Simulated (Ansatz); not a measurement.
# Lattice dynamics of SbW (built on the sites of a database entry of MoP), part 2 of 2

Wanted: vibrations and spectra of SbW (built on the sites of a database entry of MoP); the cell is already relaxed. After the zone centre comes a 3×3×2 q mesh on a 12×12×10 k mesh.

Ansatz 0.2.0; DFT PBEsol, scalar-relativistic, plane waves, PAW.

So far. Step 2 (Modes at Γ): Before it was imposed, the acoustic sum rule was missed by 7.5e-5 eV/Å². Small misses are needed for a sound result but don't prove that mesh and cutoff are converged. The lowest optical mode is real, 208 cm⁻¹.

The structure was built from a prototype and need not be the compound's stable phase.

**3. Response at finite wavevector**

Stability and thermal properties need the whole zone. Linear response on a 3×3×2 q mesh gives force constants as far as a supercell of that size would.

The input, input.yaml:

```yaml
crystal:
  lattice:
    - [3.5131348361, -2.8644e-06, 0.0]
    - [-1.7565649374, 3.0424654472, 0.0]
    - [0.0, 0.0, 3.6265618163]
  atoms:
    - { symbol: W, position: [0.0, 0.0, 0.0] }
    - { symbol: Sb, position: [0.3333333333, 0.6666666667, 0.5] }
kpoints:
  mp_grid: { grid: [12, 12, 10] }
hamiltonian:
  xc: pbesol
scf:
  occupations: { method: methfessel_paxton, width: 0.15 }
output:
  eigenvalues: true
phonons:
  method: dfpt
  qmesh: [3, 3, 2]
  temperatures: { t_max: 1000, t_step: 50 }
  qpath:
    path:
      - [[0.0, 0.0, 0.0], [0.5, 0.0, 0.0], [0.33333333, 0.33333333, 0.0], [0.0, 0.0, 0.0], [0.0, 0.0, 0.5], [0.5, 0.0, 0.5], [0.33333333, 0.33333333, 0.5], [0.0, 0.0, 0.5]]
      - [[0.5, 0.0, 0.5], [0.5, 0.0, 0.0]]
      - [[0.33333333, 0.33333333, 0.5], [0.33333333, 0.33333333, 0.0]]
    npoints: 10
```

Launch:

```sh
ansatz run input.yaml --threads 4 --pin off --max-ram 7168MiB --backend cpu --events-out ev --progress --plain --runs-dir out
```

Numbers of over 12 decimals in the logs are rounded to 6 here.

Output:

```text
[...]
Crystal: 2 atoms, lattice volume = 38.763 Å³
Basis set: ecut = 420 eV, 763 PW (Γ), exchange–correlation on 48×48×50 points (8 copies of the dense FFT grid, shifted against one another)
Bands: 19, of which v1, the nominal top of the filled ones, is band 15 counted from 1 (14 counted from 0)
Symmetry: 12 space group operations
k-points: 114 of 1440 (time reversal used)
[...]
SCF iter   1: F=—  HF=-16663.323218 eV  |F-HF|=—  |Δ(HF+E_count)|=         —  Δρ=8.30e-3  dr2=8.61e-3  ethr=1.77e-3  ⟨swp⟩=5.3  Hψ=11107  notcnv=0
[...]
SCF iter   8: F=-16663.322581 eV  HF=-16663.322581 eV  |F-HF|=3.64e-12  |Δ(HF+E_count)|=    0.00e0  S|Δr|=    0.00e0  Δρ=4.76e-8  dr2=1.72e-12  ethr=1.00e-12  ⟨swp⟩=6.5  Hψ=9071  notcnv=0
SCF 1 converged in 8 iterations: F = -16663.322581 eV  dr2 = 1.72e-12
[...]
phonons: the bands overlap, so this run is a metal and interpolates without the dipole-dipole term. If the crystal is really an insulator or semiconductor, its LO-TO splitting is missing
NSCF: frozen V_eff on 114 k-points
[...]
DFPT response loops at q = (0, 0, 0) (fractional): preconditioner auto → Kerker (q_TF=auto, 2.599 Å⁻¹) (partly filled bands, converged f_vac=0.000); β = 1.00, the filter's whole step (`scf.mixing.beta` (0.50) is not read by the response loops under this deck's `scf.mixing.preconditioner`; to damp them name `kerker` or `kerker_dos`, under which they read `scf.mixing.beta`, and type it under 1.00, their step now; both keys bind the ground state too); Broyden in place of MSR1
[...]
SCF converged after 8 iterations
[...]
Free energy (F): -16663.322581 eV
[...]
Internal energy: -16663.322185 eV  (E = F + TS)
E sigma→0 (E₀):  -16663.322482 eV
Entropy (-TS):   -0.000397 eV (-0.198 meV/atom)
Fermi energy:    17.688971 eV
[...]
--- Band table (eV; the first three rows and the last of 114) ---
  k-point 0: bands = [... 11 lower, 15.1186, 15.1186, 16.6937, 17.6615, 17.6615, 22.2605, 22.2605, 22.5766]
  k-point 1: bands = [... 11 lower, 15.1863, 15.1863, 16.6126, 17.4880, 17.4880, 22.4142, 22.4142, 22.9881]
  k-point 2: bands = [... 11 lower, 15.3723, 15.3723, 16.7321, 17.1056, 17.1056, 22.5461, 22.5461, 23.5647]
  k-point 113: bands = [... 11 lower, 12.5161, 14.0896, 16.0787, 18.4979, 18.7255, 20.5969, 21.1428, 21.7267]
--- Phonons (Γ-DFPT): 4 representative perturbations + reference (Σ response iterations 12) ---
  ASR residual: 7.240e-5 → 0.000e0 eV/Å²; symmetrization residual: 7.467e-5 eV/Å²
  ASR residual per site (eV/Å²): 5.78e-5 7.24e-5
  Γ frequencies (cm⁻¹): 0.00 0.00 0.00 208.33 208.33 230.07
--- Phonons (arbitrary-q DFPT): 6 irreducible q on the 3×3×2 mesh ---
  q = [0.0000, 0.0000, 0.0000] (star 1, of the zone-centre solve; hermiticity 1.05e-5, symmetrization 7.72e-8): -0.00 -0.00 -0.00 208.33 208.33 230.07
  q = [0.0000, 0.0000, -0.5000] (star 1, 4 solved perturbations in 1116 linear systems a pass and spin channel, the states on 444 of 1440 k-point pairs; hermiticity 2.43e-7, symmetrization 1.10e-7): 123.80 123.80 145.70 145.70 158.79 216.67
[...]
sum rule: each row above includes the acoustic sum rule's correction from the zone centre's row sums; it moved no ω² by more than (0.40 cm⁻¹)²
  mesh force constants: q→R imaginary residual 0.00e0; ASR residual 7.240e-5 → 0.000e0 eV/Å²; symmetrization residual 1.599e-14 eV/Å²
  interpolated dispersion: 93 rows × 6 modes
  density of states and harmonic sums: on the 21×21×18 q-mesh, interpolated from the force constants of a 3×3×2 supercell (no non-analytic term)
  largest difference from the sums on the solved wave vectors: F 3.97e-2 eV, S 5.40e-5 and C_V 1.43e-5 eV/K
  zero-point energy: 0.055035 eV/cell   skipped modes (ω ≤ 0): 3   left out of the sums: 6.30e-5 of the cell's modes: C_V's classical limit lies that fraction below 3 k_B per atom; for a crystal, a wire or a layer, F and S can be off by more, and a phonons.interpolated_qmesh denser along its periods is the remedy for the sampling
```

The job ended after 4.8 min (4 threads of Arm Neoverse V1, shared host; peak memory 1.7 GiB; 19 min of CPU time).

This step gave:

```yaml
sum_rule_residual_before_enforcement: 7.24e-5 eV/Å²
lowest_frequency_on_the_path: 0 cm⁻¹
highest_frequency_on_the_path_or_at_a_solved_wavevector: 230.1 cm⁻¹
mean_frequency: 148 cm⁻¹
debye_temperature_second_moment: 297 K
logarithmic_mean_frequency: 132.8 cm⁻¹
lowest_mode_on_the_q_mesh_acoustic_modes_at_gamma_apart: 43.76 cm⁻¹
zero_point_energy_per_atom: 27.52 meV
heat_capacity_at_300_k: 23.77 J/(mol atoms K)
vibrational_entropy_at_300_k: 36.79 J/(mol atoms K)
```

Frequencies (cm⁻¹) solved at each irreducible wavevector; negative means imaginary. Frequencies by wavevector, by row:

```
q in reciprocal lattice units  star  mode 1  mode 2  mode 3  mode 4  mode 5  mode 6
                        0 0 0     1       0       0       0   208.3   208.3   230.1
                     0 0 -0.5     1   123.8   123.8   145.7   145.7   158.8   216.7
                   0 0.3333 0     6    43.8   107.1   107.3     202   204.4   214.1
                0 0.3333 -0.5     6    67.2   107.8   127.2     158   216.2   224.5
              0.3333 0.3333 0     2    70.1   119.4   139.3   182.7     199   206.5
           0.3333 0.3333 -0.5     2    52.3      90     128   184.6     221   221.3
```

Interpolated from a 3×3×2 q mesh, rough between the solved points. The phonon branches at the labelled points (cm⁻¹):

```csv
point,branch 1,branch 2,branch 3,branch 4,branch 5,branch 6
Γ,0,0,0,208,208,230
halfway,37,86,90,205,212,214
M,48,120,129,191,198,216
halfway,60,120,133,188,199,212
K,70,119,139,183,199,206
halfway,46,96,97,204,210,212
Γ,0,0,0,208,208,230
halfway,67,67,106,188,188,226
A,124,124,146,146,159,217
halfway,85,114,126,154,204,224
L,51,104,128,162,224,227
halfway,52,96,128,174,222,224
H,52,90,128,185,221,221
halfway,76,108,127,160,209,224
A,124,124,146,146,159,217
jump to L,51,104,128,162,224,227
halfway,77,87,129,186,204,225
M,48,120,129,191,198,216
jump to H,52,90,128,185,221,221
halfway,85,99,116,198,206,211
K,70,119,139,183,199,206
```

The phonon branches as a text plot (rows in cm⁻¹):

```
    225 |**              ********   ***************   ***  *
    216 |  *******     **        ***  *        **  ****  *****
    206 |*****    ************       *           *     *      ***
    197 |     *********       *                         ***  ****
    187 |       ******              *       **    *     * ***   *
    177 |                      *   *       *  **   *   *
    168 |                       * *      **     *   * *
    158 |                        *   ****        *   *
    149 |                        ****             ****
    139 |         ***           * *                 *    *      *
    129 |      ***   *             *****************    * **   *
    120 |     *********        * ***              ******  * * * *
    110 |             **            ***          * *  *      *
    101 |    *          *              ****    ** *    * *     *
     91 |   *                 * *          ****         *  ** *
     81 |   *                  *     *                         *
     72 |  *       **                 *          *     **    *  *
     62 |         *  **  *                     **        *  *
     53 |       **     *      *        ********       *   **
     43 | *  ***        * *  *
     34 | ***            *
     24 |*                ****
     14 |**                **
      5 |*
         Γ      M   K       Γ     A      L   H      A|L   M|H   K
```

The phonon density of states has structure finer than the step of the table below, so its rows give means over 10 cm⁻¹, whole bins alone (the curve runs from 1 to 231 cm⁻¹). Peaks (cm⁻¹: height): 57.0: 0.0540, 125.0: 0.0459, 135.0: 0.0536, 191.0: 0.0662, 199.0: 0.0853, 227.0: 0.113.

Tetrahedra on a 21×21×18 mesh, mean over bins of 2 cm-1. Interpolated from a 3×3×2 q mesh, rough between the solved points. Table of phonon density of states by wavenumber; means over each step:

```
wavenumber (cm⁻¹)  phonon density of states (1/cm⁻¹/cell)
               10                                  2.5e-4
               20                                 0.00131
               30                                 0.00336
               40                                 0.00764
               50                                  0.0218
               60                                  0.0414
               70                                  0.0270
               80                                  0.0209
               90                                  0.0222
              100                                  0.0302
              110                                  0.0294
              120                                  0.0359
              130                                  0.0371
              140                                  0.0211
              150                                 0.00239
              160                                 0.00778
              170                                  0.0153
              180                                  0.0246
              190                                  0.0515
              200                                  0.0628
              210                                  0.0375
              220                                  0.0595
```

The partial phonon density of states has structure finer than the step of the table below, so its rows give means over 10 cm⁻¹, whole bins alone (the curve runs from -10 to 247 cm⁻¹). Peaks (cm⁻¹: height): Sb 56.3: 0.0143, 200.1: 0.0527, 226.0: 0.0609; W 56.3: 0.0322, 104.7: 0.0253, 125.8: 0.0375, 135.5: 0.0358, 200.1: 0.0203, 226.0: 0.0284.

Phonopy on the run's constants, 19x19x15 mesh, Gaussian sigma 2.0 cm-1. Interpolated from a 3×3×2 q mesh, rough between the solved points. The partial phonon density of states by wavenumber; means over each step; values in 1/cm⁻¹/cell:

```csv
wavenumber (cm⁻¹),Sb,W
0,2.4e-5,3.2e-5
10,1.1e-4,1.7e-4
20,5.8e-4,8.9e-4
30,0.00129,0.00205
40,0.00313,0.00519
50,0.00771,0.0153
60,0.0122,0.0272
70,0.00818,0.0183
80,0.00632,0.0149
90,0.00662,0.0163
100,0.00848,0.0203
110,0.00795,0.0226
120,0.00641,0.0288
130,0.00464,0.0313
140,0.00201,0.0200
150,0.00240,0.00127
160,0.00693,0.00110
170,0.0121,0.00274
180,0.0196,0.00534
190,0.0406,0.0103
200,0.0446,0.0169
210,0.0291,0.0101
220,0.0431,0.0168
230,0.0259,0.0124
240,1.3e-5,6.7e-6
```

Second derivatives of the energy by pair, one row for each kind of neighbour of each atom listed. Each entry sums the pair over the periodic images of the supercell that the q mesh stands for, and in a polar crystal it holds the long-range dipole part too. Force constants by pair, by row:

```csv
atom,neighbour,distance (Å),third of the trace (eV/Å²),along the pair's line (eV/Å²)
W1,itself,0,12.47,–
W1,Sb,2.721,-2.05,-5.751
W1,W,3.513,0.0589,0.1897
W1,W,3.627,-0.527,-2.048
W1,Sb,4.443,-0.0373,-0.1935
W1,W,5.049,0.0842,0.0947
W1,Sb,5.664,-0.0035,0.0278
W1,W,6.085,-0.1262,-0.1008
W1,W,7.084,2.00e-4,-0.0021
Sb2,itself,0,14.61,–
Sb2,W,2.721,-2.05,-5.751
Sb2,Sb,3.513,-0.2738,-1.347
Sb2,Sb,3.627,0.1662,-1.621
Sb2,W,4.443,-0.0373,-0.1935
Sb2,Sb,5.049,-0.0608,-0.284
Sb2,W,5.664,-0.0035,0.0278
Sb2,Sb,6.085,-0.0119,-0.0612
Sb2,Sb,7.084,-0.1003,-0.1057
```

Harmonic thermodynamic functions per atom, from the density of states. Interpolated from a 3×3×2 q mesh, rough between the solved points. Thermodynamic functions, by row:

| T (K) | F_vib (meV/atom) | S (J/mol-atom/K) | C_V (J/mol-atom/K) |
| --- | --- | --- | --- |
| 0 | 27.52 | 0 | 0 |
| 50 | 26.77 | 4.556 | 8.464 |
| 100 | 22.11 | 13.43 | 17.08 |
| 200 | 0.44 | 27.39 | 22.44 |
| 300 | -33.1 | 36.79 | 23.77 |
| 400 | -74.98 | 43.71 | 24.27 |
| 500 | -123.2 | 49.15 | 24.51 |
| 600 | -176.5 | 53.63 | 24.64 |
| 700 | -234.1 | 57.44 | 24.72 |
| 800 | -295.4 | 60.74 | 24.77 |
| 900 | -359.9 | 63.66 | 24.81 |
| 1000 | -427.3 | 66.28 | 24.83 |

Harmonic mean-square displacement, third of the trace. Interpolated from a 3×3×2 q mesh, rough between the solved points. Mean square displacements, by row:

```
T (K)  W1 U_eq (Å²)  Sb2 U_eq (Å²)
    0       9.30e-4          0.001
  100       0.00195        0.00181
  300       0.00531        0.00463
  600       0.01051        0.00909
```

Symmetry leaves 6 wavevectors to solve. The lowest mode among them, the acoustic zeros apart, lies at q = (0, 0.333, 0) and is real, 43.8 cm⁻¹.

**4. Another isotope, element Sb, natural mass 121.76 amu**

An isotope changes the mass and not the force constants, so no new electronic calculation is needed; the shifts show which modes move this element.

The same force constants with the mass of Sb changed from 121.760 to 122.904 u (phonopy, no LO-TO term). Both lists are sorted by frequency; levels can cross, so a row need not hold one and the same mode. Modes under 3 cm⁻¹ are left out. Isotope shifts, by row:

| q | rank | natural mass (cm⁻¹) | changed mass (cm⁻¹) |
| --- | --- | --- | --- |
| 0 0 0 | 4 | 208.3 | 207.7 |
| 0 0 0 | 5 | 208.3 | 207.7 |
| 0 0 0 | 6 | 230.1 | 229.4 |
| 0 0 -0.5 | 1 | 123.8 | 123.8 |
| 0 0 -0.5 | 2 | 123.8 | 123.8 |
| 0 0 -0.5 | 3 | 145.7 | 145 |
| 0 0 -0.5 | 4 | 145.7 | 145 |
| 0 0 -0.5 | 5 | 158.8 | 158.8 |
| 0 0 -0.5 | 6 | 216.7 | 215.7 |
| 0 0.3333 0 | 1 | 43.76 | 43.68 |
| 0 0.3333 0 | 2 | 107.1 | 107 |
| 0 0.3333 0 | 3 | 107.3 | 107.2 |
| 0 0.3333 0 | 4 | 202 | 201.4 |
| 0 0.3333 0 | 5 | 204.4 | 203.8 |
| 0 0.3333 0 | 6 | 214.1 | 213.2 |
| 0 0.3333 -0.5 | 1 | 67.2 | 67.13 |
| 0 0.3333 -0.5 | 2 | 107.8 | 107.6 |
| 0 0.3333 -0.5 | 3 | 127.2 | 127.2 |
| 0 0.3333 -0.5 | 4 | 158 | 157.2 |
| 0 0.3333 -0.5 | 5 | 216.2 | 215.7 |
| 0 0.3333 -0.5 | 6 | 224.5 | 223.7 |

A mode of this element alone would shift by -0.47 %. The highest zone-centre frequency without the field goes from 230.1 to 229.4 cm⁻¹ (-0.3 %). The product of the frequency ratios over all optical modes at Γ is 0.992; the product rule, (m/m′)^(3k/2) (M′/M)^(3/2) with k = 1 such atoms and M the mass of the cell, gives 0.992.

**5. Another isotope, element W, natural mass 183.84 amu**

The same for W, from 183.84 to 185.95 u.

A mode of this element alone would shift by -0.57 %. The highest zone-centre frequency without the field goes from 230.1 to 229.6 cm⁻¹ (-0.2 %). The product of the frequency ratios over all optical modes at Γ is 0.993; the product rule, (m/m′)^(3k/2) (M′/M)^(3/2) with k = 1 such atoms and M the mass of the cell, gives 0.993.

**6. Outcome**

* space group (within 0.01 Å): P-6m2
* volume per atom: 19.4 Å³
* electronic character: no gap on this mesh
* highest optical mode at the zone centre (no LO-TO term): 230 cm⁻¹
* lowest optical zone-centre mode: 208 cm⁻¹
* lowest mode on the q mesh (acoustic modes at Γ apart): 43.8 cm⁻¹
* highest frequency on the path or at a solved wavevector: 230 cm⁻¹
* zero-point energy per atom: 27.5 meV
* heat capacity at 300 K: 23.8 J/(mol atoms K)
* vibrational entropy at 300 K: 36.8 J/(mol atoms K)
* Debye temperature (second moment): 297 K
* imaginary modes on the 3×3×2 q mesh: none

The structure is a minimum as far as tested: no mode is imaginary at the 6 irreducible wavevectors of the 3×3×2 mesh, and the softest away from the acoustic zeros lies at 44 cm⁻¹. The optical modes at Γ span 208 to 230 cm⁻¹. The q mesh stands for a supercell only 7.3 Å across, so branches between the solved wavevectors are rough. With no gap, or one that is small against the smearing, the frequencies hang on the k mesh and the smearing, most of all near Kohn anomalies. The phonon runs are without spin polarisation, although the cell has an odd electron count. Spin-orbit coupling is left out, which can matter for the heavy elements here. A phonon run warned that its eigensolver left some bands unconverged in a pass. The starting cell was built on a prototype and not taken from a measurement, so the phase need not exist. These are harmonic frequencies at zero temperature: anharmonic shifts, linewidths and thermal expansion are left out.

[Logs are printed without paths, hosts, clocks, repeated set-up lines and the standing remarks that a program may print on its own settings, such as how far it seeks lower states.]

[Hosts, paths, dates, database ids (printed as entryN), source tags and the programs' standing remarks are cut or masked in the printed files.]
